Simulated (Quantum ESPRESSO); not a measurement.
**Magnetic state of CsNiCl3 from several starts**

Does CsNiCl3 prefer parallel or opposed moments?

Program: Quantum ESPRESSO 7.5. Level of theory: PBEsol with U = 6 eV on Ni d (ortho-atomic projectors); plane waves with GBRV 1.5 PBEsol potentials, no spin-orbit coupling. Results are calculated unless marked as measured.

### 1. The starting structure

Symmetry: P6_3/mmc, No. 194, hexagonal system. The conventional cell has a = 7.118 Å, b = 7.118 Å, c = 5.909 Å, α = 90.00°, β = 90.00°, γ = 120.00°. Nearest to Cs lie 12 Cl at 3.56 to 3.69 Å. Nearest to Ni lie 6 Cl at 2.41 Å. Nearest to Cl lie 2 Ni at 2.41 Å and 4 Cs at 3.56 to 3.69 Å. Farther neighbours and most contacts between anions are not listed.

The cell comes from the Crystallography Open Database.

### 2. Start 1: ferro ++

The signs are those of the starting moments on the seeded atoms, the atoms that are given a moment.

pw.in

```
&CONTROL
  calculation = 'scf'
  prefix = 'pwscf'
  outdir = './tmp'
  pseudo_dir = './pseudo'
  disk_io = 'nowf'
/
&SYSTEM
  ibrav = 0
  nat = 10
  ntyp = 3
  ecutwfc = 40
  ecutrho = 280
  nbnd = 64
  occupations = 'smearing'
  smearing = 'fd'
  degauss = 0.00367493
  nspin = 2
  starting_magnetization(1) = 0
  starting_magnetization(2) = 0.1111
  starting_magnetization(3) = 0
/
&ELECTRONS
  conv_thr = 2d-08
  electron_maxstep = 150
  mixing_beta = 0.3
/
ATOMIC_SPECIES
Cs    132.9055 cs_pbesol_v1.uspp.F.UPF
Ni     58.6934 ni_pbesol_v1.4.uspp.F.UPF
Cl     35.4500 cl_pbesol_v1.4.uspp.F.UPF
CELL_PARAMETERS angstrom
   7.1185000000    0.0000000000    0.0000000000
  -3.5592500000    6.1648018368    0.0000000000
   0.0000000000    0.0000000000    5.9085000000
ATOMIC_POSITIONS crystal
Cs      0.3333333333    0.6666666667    0.7500000000
Cs      0.6666666667    0.3333333333    0.2500000000
Ni      0.0000000000    0.0000000000    0.0000000000
Ni      0.0000000000    0.0000000000    0.5000000000
Cl      0.1543200000    0.3086400000    0.2500000000
Cl      0.8456800000    0.1543200000    0.7500000000
Cl      0.6913600000    0.8456800000    0.2500000000
Cl      0.8456800000    0.6913600000    0.7500000000
Cl      0.1543200000    0.8456800000    0.2500000000
Cl      0.3086400000    0.1543200000    0.7500000000
K_POINTS automatic
4 4 4 0 0 0
HUBBARD {ortho-atomic}
U Ni-3d 6.0000
```

On the command line:

```bash
$ OMP_NUM_THREADS=1 mpirun -n 4 pw.x -nk 4 -in pw.in > pw.out
```

The program printed:

```text
Program PWSCF v.7.5 starts

     Message from routine setup:
     using ibrav=0 with symmetry is DISCOURAGED, use correct ibrav instead

     K-points division:     npool     =       4
     Subspace diagonalization in iterative solution of the eigenvalue problem:

     G-vector sticks info
     --------------------
     sticks:   dense  smooth     PW     G-vecs:    dense   smooth      PW
     Sum        3481    1993    559               138383    59757    8909

     Using Slab Decomposition

     bravais-lattice index     =            0
     lattice parameter (alat)  =      13.4520  a.u.
     unit-cell volume          =    1749.7720 (a.u.)^3
     number of atoms/cell      =           10
     number of atomic types    =            3
     number of electrons       =        96.00
     number of Kohn-Sham states=           64
     kinetic-energy cutoff     =      40.0000  Ry
     charge density cutoff     =     280.0000  Ry
     scf convergence threshold =      2.0E-08
     mixing beta               =       0.3000
     number of iterations used =            8  plain     mixing
     Exchange-correlation= SLA  PW   PSX  PSC
                           (   1   4  10   8   0   0   0)
     Hubbard projectors: ortho-atomic
     Hubbard parameters of DFT+U (Dudarev formulation) in eV:
     U(Ni-3d) =  6.0000

     Internal variables: lda_plus_u =T, lda_plus_u_kind = 0

     Internal variables: orbital_resolved =F, hub_pot_fix =F, apply_U = F

     celldm(1)=  13.452015  celldm(2)=   0.000000  celldm(3)=   0.000000
     celldm(4)=   0.000000  celldm(5)=   0.000000  celldm(6)=   0.000000

     crystal axes: (cart. coord. in units of alat)
               a(1) = (   1.000000   0.000000   0.000000 )
               a(2) = (  -0.500000   0.866025   0.000000 )
               a(3) = (   0.000000   0.000000   0.830020 )

     reciprocal axes: (cart. coord. in units 2 pi/alat)
               b(1) = (  1.000000  0.577350 -0.000000 )
               b(2) = (  0.000000  1.154701  0.000000 )
               b(3) = (  0.000000 -0.000000  1.204790 )

     PseudoPot. # 1 for Cs read from file:
     cs_pbesol_v1.uspp.F.UPF
     Pseudo is Ultrasoft + core correction, Zval =  9.0
     Generated by new atomic code, or converted to UPF format
     Using radial grid of  905 points,  6 beta functions with:
                l(1) =   0
                l(2) =   0
                l(3) =   1
                l(4) =   1
                l(5) =   2
                l(6) =   2
     Q(r) pseudized with  6 coefficients,  rinner =    1.500   1.500   1.500
                                                       1.500   1.500

     PseudoPot. # 2 for Ni read from file:
     ni_pbesol_v1.4.uspp.F.UPF
     Pseudo is Ultrasoft + core correction, Zval = 18.0
     Generated by new atomic code, or converted to UPF format
     Using radial grid of  865 points,  6 beta functions with:
                l(1) =   0
                l(2) =   0
                l(3) =   1
                l(4) =   1
                l(5) =   2
                l(6) =   2
     Q(r) pseudized with 10 coefficients,  rinner =    0.980   0.980   0.980
                                                       0.980   0.980

     PseudoPot. # 3 for Cl read from file:
     cl_pbesol_v1.4.uspp.F.UPF
     Pseudo is Ultrasoft + core correction, Zval =  7.0
     Generated by new atomic code, or converted to UPF format
     Using radial grid of  909 points,  6 beta functions with:
                l(1) =   0
                l(2) =   0
                l(3) =   1
                l(4) =   1
                l(5) =   2
                l(6) =   2
     Q(r) pseudized with  8 coefficients,  rinner =    1.300   1.300   1.300
                                                       1.300   1.300

     atomic species   valence    mass     pseudopotential
     Cs                9.00   132.90550     Cs( 1.00)
     Ni               18.00    58.69340     Ni( 1.00)
     Cl                7.00    35.45000     Cl( 1.00)

     Starting magnetic structure
     atomic species   magnetization
     Cs              0.000
     Ni              0.111
     Cl              0.000

     24 Sym. Ops., with inversion, found (12 have fractional translation)

   Cartesian axes

     site n.     atom                  positions (alat units)
         1        Cs     tau(   1) = (  -0.0000000   0.5773503   0.6225153  )
         2        Cs     tau(   2) = (   0.5000000   0.2886751   0.2075051  )
         3        Ni     tau(   3) = (   0.0000000   0.0000000   0.0000000  )
         4        Ni     tau(   4) = (   0.0000000   0.0000000   0.4150102  )
         5        Cl     tau(   5) = (   0.0000000   0.2672901   0.2075051  )
         6        Cl     tau(   6) = (   0.7685200   0.1336450   0.6225153  )
         7        Cl     tau(   7) = (   0.2685200   0.7323804   0.2075051  )
         8        Cl     tau(   8) = (   0.5000000   0.5987353   0.6225153  )
         9        Cl     tau(   9) = (  -0.2685200   0.7323804   0.2075051  )
        10        Cl     tau(  10) = (   0.2314800   0.1336450   0.6225153  )

     number of k points=    12  Fermi-Dirac smearing, width (Ry)=  0.0037
                       cart. coord. in units 2pi/alat
        k(    1) = (   0.0000000   0.0000000   0.0000000), wk =   0.0156250
        k(    2) = (   0.0000000   0.0000000   0.3011974), wk =   0.0312500
        k(    3) = (   0.0000000   0.0000000  -0.6023949), wk =   0.0156250
        k(    4) = (   0.0000000   0.2886751   0.0000000), wk =   0.0937500
        k(    5) = (   0.0000000   0.2886751   0.3011974), wk =   0.1875000
        [... 7 further k-points ...]

     Dense  grid:   138383 G-vectors     FFT dimensions: (  72,  72,  60)

     Smooth grid:    59757 G-vectors     FFT dimensions: (  60,  60,  48)

     Check: negative core charge=   -0.000003
     Generating pointlists ...
     new r_m :   0.2064 (alat units)  2.7770 (a.u.) for type    1
     new r_m :   0.1396 (alat units)  1.8777 (a.u.) for type    2
     new r_m :   0.1396 (alat units)  1.8777 (a.u.) for type    3

     Initial potential from superposition of free atoms

     starting charge      91.9245, renormalised to      96.0000

     negative rho (up, down):  4.709E-02 4.709E-02

     STARTING HUBBARD OCCUPATIONS:

     =================== HUBBARD OCCUPATIONS ===================
     ------------------------ ATOM    3 ------------------------
     Tr[ns(  3)] (up, down, total) =   5.00000  3.00000  8.00000
     Atomic magnetic moment for atom   3 =   2.00000
     [... lines left out ...]
     ------------------------ ATOM    4 ------------------------
     Tr[ns(  4)] (up, down, total) =   5.00000  3.00000  8.00000
     Atomic magnetic moment for atom   4 =   2.00000
     [... lines left out ...]
     Number of occupied Hubbard levels =   16.0000

     Atomic wfc used for Hubbard projectors are orthogonalized

     Starting wfcs are   76 randomized atomic wfcs

     Self-consistent Calculation

     iteration #  1     ecut=    40.00 Ry     beta= 0.30
     Davidson diagonalization with overlap
     ethr =  1.00E-02,  avg # of iterations =  5.1

     =================== HUBBARD OCCUPATIONS ===================
     ------------------------ ATOM    3 ------------------------
     Tr[ns(  3)] (up, down, total) =   4.76690  2.72578  7.49268
     Atomic magnetic moment for atom   3 =   2.04112
     [... lines left out ...]
     ------------------------ ATOM    4 ------------------------
     Tr[ns(  4)] (up, down, total) =   4.76690  2.72578  7.49268
     Atomic magnetic moment for atom   4 =   2.04112
     [... lines left out ...]
     Number of occupied Hubbard levels =   14.9854

     negative rho (up, down):  4.627E-02 4.594E-02

     total energy              =   -1010.05830711 Ry
     estimated scf accuracy    <       8.34175968 Ry

     total magnetization       =     4.02 Bohr mag/cell
     absolute magnetization    =     4.75 Bohr mag/cell

     iteration #  2     ecut=    40.00 Ry     beta= 0.30
     Davidson diagonalization with overlap
     ethr =  8.69E-03,  avg # of iterations =  2.6

     negative rho (up, down):  4.560E-02 4.488E-02

     total energy              =   -1011.42372265 Ry
     estimated scf accuracy    <       2.38595472 Ry

     total magnetization       =     4.00 Bohr mag/cell
     absolute magnetization    =     4.05 Bohr mag/cell

     iteration #  3     ecut=    40.00 Ry     beta= 0.30
     Davidson diagonalization with overlap
     ethr =  2.49E-03,  avg # of iterations =  2.0

     negative rho (up, down):  4.502E-02 4.416E-02

     total energy              =   -1011.82325067 Ry
     estimated scf accuracy    <       0.27423609 Ry

     total magnetization       =     4.00 Bohr mag/cell
     absolute magnetization    =     4.15 Bohr mag/cell

     [... further iterations left out ...]

     iteration # 12     ecut=    40.00 Ry     beta= 0.30
     Davidson diagonalization with overlap
     ethr =  7.24E-09,  avg # of iterations =  3.8

     negative rho (up, down):  4.406E-02 4.294E-02

     total energy              =   -1011.86796554 Ry
     estimated scf accuracy    <       0.00000425 Ry

     total magnetization       =     4.00 Bohr mag/cell
     absolute magnetization    =     4.12 Bohr mag/cell

     iteration # 13     ecut=    40.00 Ry     beta= 0.30
     Davidson diagonalization with overlap
     ethr =  4.42E-09,  avg # of iterations =  2.0

     negative rho (up, down):  4.406E-02 4.294E-02

     total energy              =   -1011.86796841 Ry
     estimated scf accuracy    <       0.00000021 Ry

     total magnetization       =     4.00 Bohr mag/cell
     absolute magnetization    =     4.13 Bohr mag/cell

     iteration # 14     ecut=    40.00 Ry     beta= 0.30
     Davidson diagonalization with overlap
     ethr =  2.17E-10,  avg # of iterations =  4.3

     negative rho (up, down):  4.406E-02 4.294E-02

     total energy              =   -1011.86796935 Ry
     estimated scf accuracy    <       0.00000005 Ry

     total magnetization       =     4.00 Bohr mag/cell
     absolute magnetization    =     4.13 Bohr mag/cell

     iteration # 15     ecut=    40.00 Ry     beta= 0.30
     Davidson diagonalization with overlap
     ethr =  4.91E-11,  avg # of iterations =  3.1

     negative rho (up, down):  4.406E-02 4.294E-02

     Magnetic moment per site  (integrated on atomic sphere of radius R)
     atom   1 (R=0.206)  charge=  7.3984  magn=  0.0037
     atom   2 (R=0.206)  charge=  7.3984  magn=  0.0037
     atom   3 (R=0.140)  charge= 16.2063  magn=  1.6677
     atom   4 (R=0.140)  charge= 16.2063  magn=  1.6677
     atom   5 (R=0.140)  charge=  5.2616  magn=  0.0838
     atom   6 (R=0.140)  charge=  5.2616  magn=  0.0838
     atom   7 (R=0.140)  charge=  5.2616  magn=  0.0838
     atom   8 (R=0.140)  charge=  5.2616  magn=  0.0838
     atom   9 (R=0.140)  charge=  5.2616  magn=  0.0838
     atom  10 (R=0.140)  charge=  5.2616  magn=  0.0838

     End of self-consistent calculation

     =================== HUBBARD OCCUPATIONS ===================
     ------------------------ ATOM    3 ------------------------
     Tr[ns(  3)] (up, down, total) =   4.97313  3.31112  8.28425
     Atomic magnetic moment for atom   3 =   1.66200
     [... lines left out ...]
     ------------------------ ATOM    4 ------------------------
     Tr[ns(  4)] (up, down, total) =   4.97313  3.31112  8.28425
     Atomic magnetic moment for atom   4 =   1.66200
     [... lines left out ...]
     Number of occupied Hubbard levels =   16.5685

     [... lines left out ...]
     the Fermi energy is     5.1475 ev

!    total energy              =   -1011.86797021 Ry
     estimated scf accuracy    <          2.5E-09 Ry
     smearing contrib. (-TS)   =      -0.00000000 Ry
     internal energy E=F+TS    =   -1011.86797021 Ry

     The total energy is F=E-TS. E is the sum of the following terms:
     one-electron contribution =    -901.82794127 Ry
     hartree contribution      =     484.35943828 Ry
     xc contribution           =    -186.78403095 Ry
     ewald contribution        =    -407.76708713 Ry
     Hubbard energy            =       0.15165087 Ry

     total magnetization       =     4.00 Bohr mag/cell
     absolute magnetization    =     4.13 Bohr mag/cell

     convergence has been achieved in  15 iterations

=------------------------------------------------------------------------------=
   JOB DONE.
=------------------------------------------------------------------------------=
```

Elapsed: 1.8 min, on 4 MPI ranks of Intel Xeon Platinum 8375C at 2.90GHz (Ice Lake), shared host; peak memory 1.3 GiB; 7.2 min of CPU time.

Spin moment in the atom's sphere by atom:

```tsv
atom	spin moment in the atom's sphere (μB)
Cs1	0.00
Cs2	0.00
Ni3	1.67
Ni4	1.67
Cl5	0.08
Cl6	0.08
Cl7	0.08
Cl8	0.08
Cl9	0.08
Cl10	0.08
```

Read from the output:

- smearing term TS: 1.52e-12 eV
- magnetization: 4 μB
- absolute magnetization: 4.126 μB
- final state: ferromagnetic

(Continued in part 2 of 2.)

[Logs and program files are shortened in this print: banners, set-up blocks, solver, clock and traceback lines can be left out without a mark of their own.]

[Logs are printed without paths, hosts, clocks, repeated set-up lines and the standing remarks that a program may print on its own settings, such as how far it seeks lower states.]

[Hosts, paths, dates, database ids (printed as entryN), source tags and the programs' standing remarks are cut or masked in the printed files.]

[Where a cell is said to come from a database of computed structures, the database is the Materials Project.]
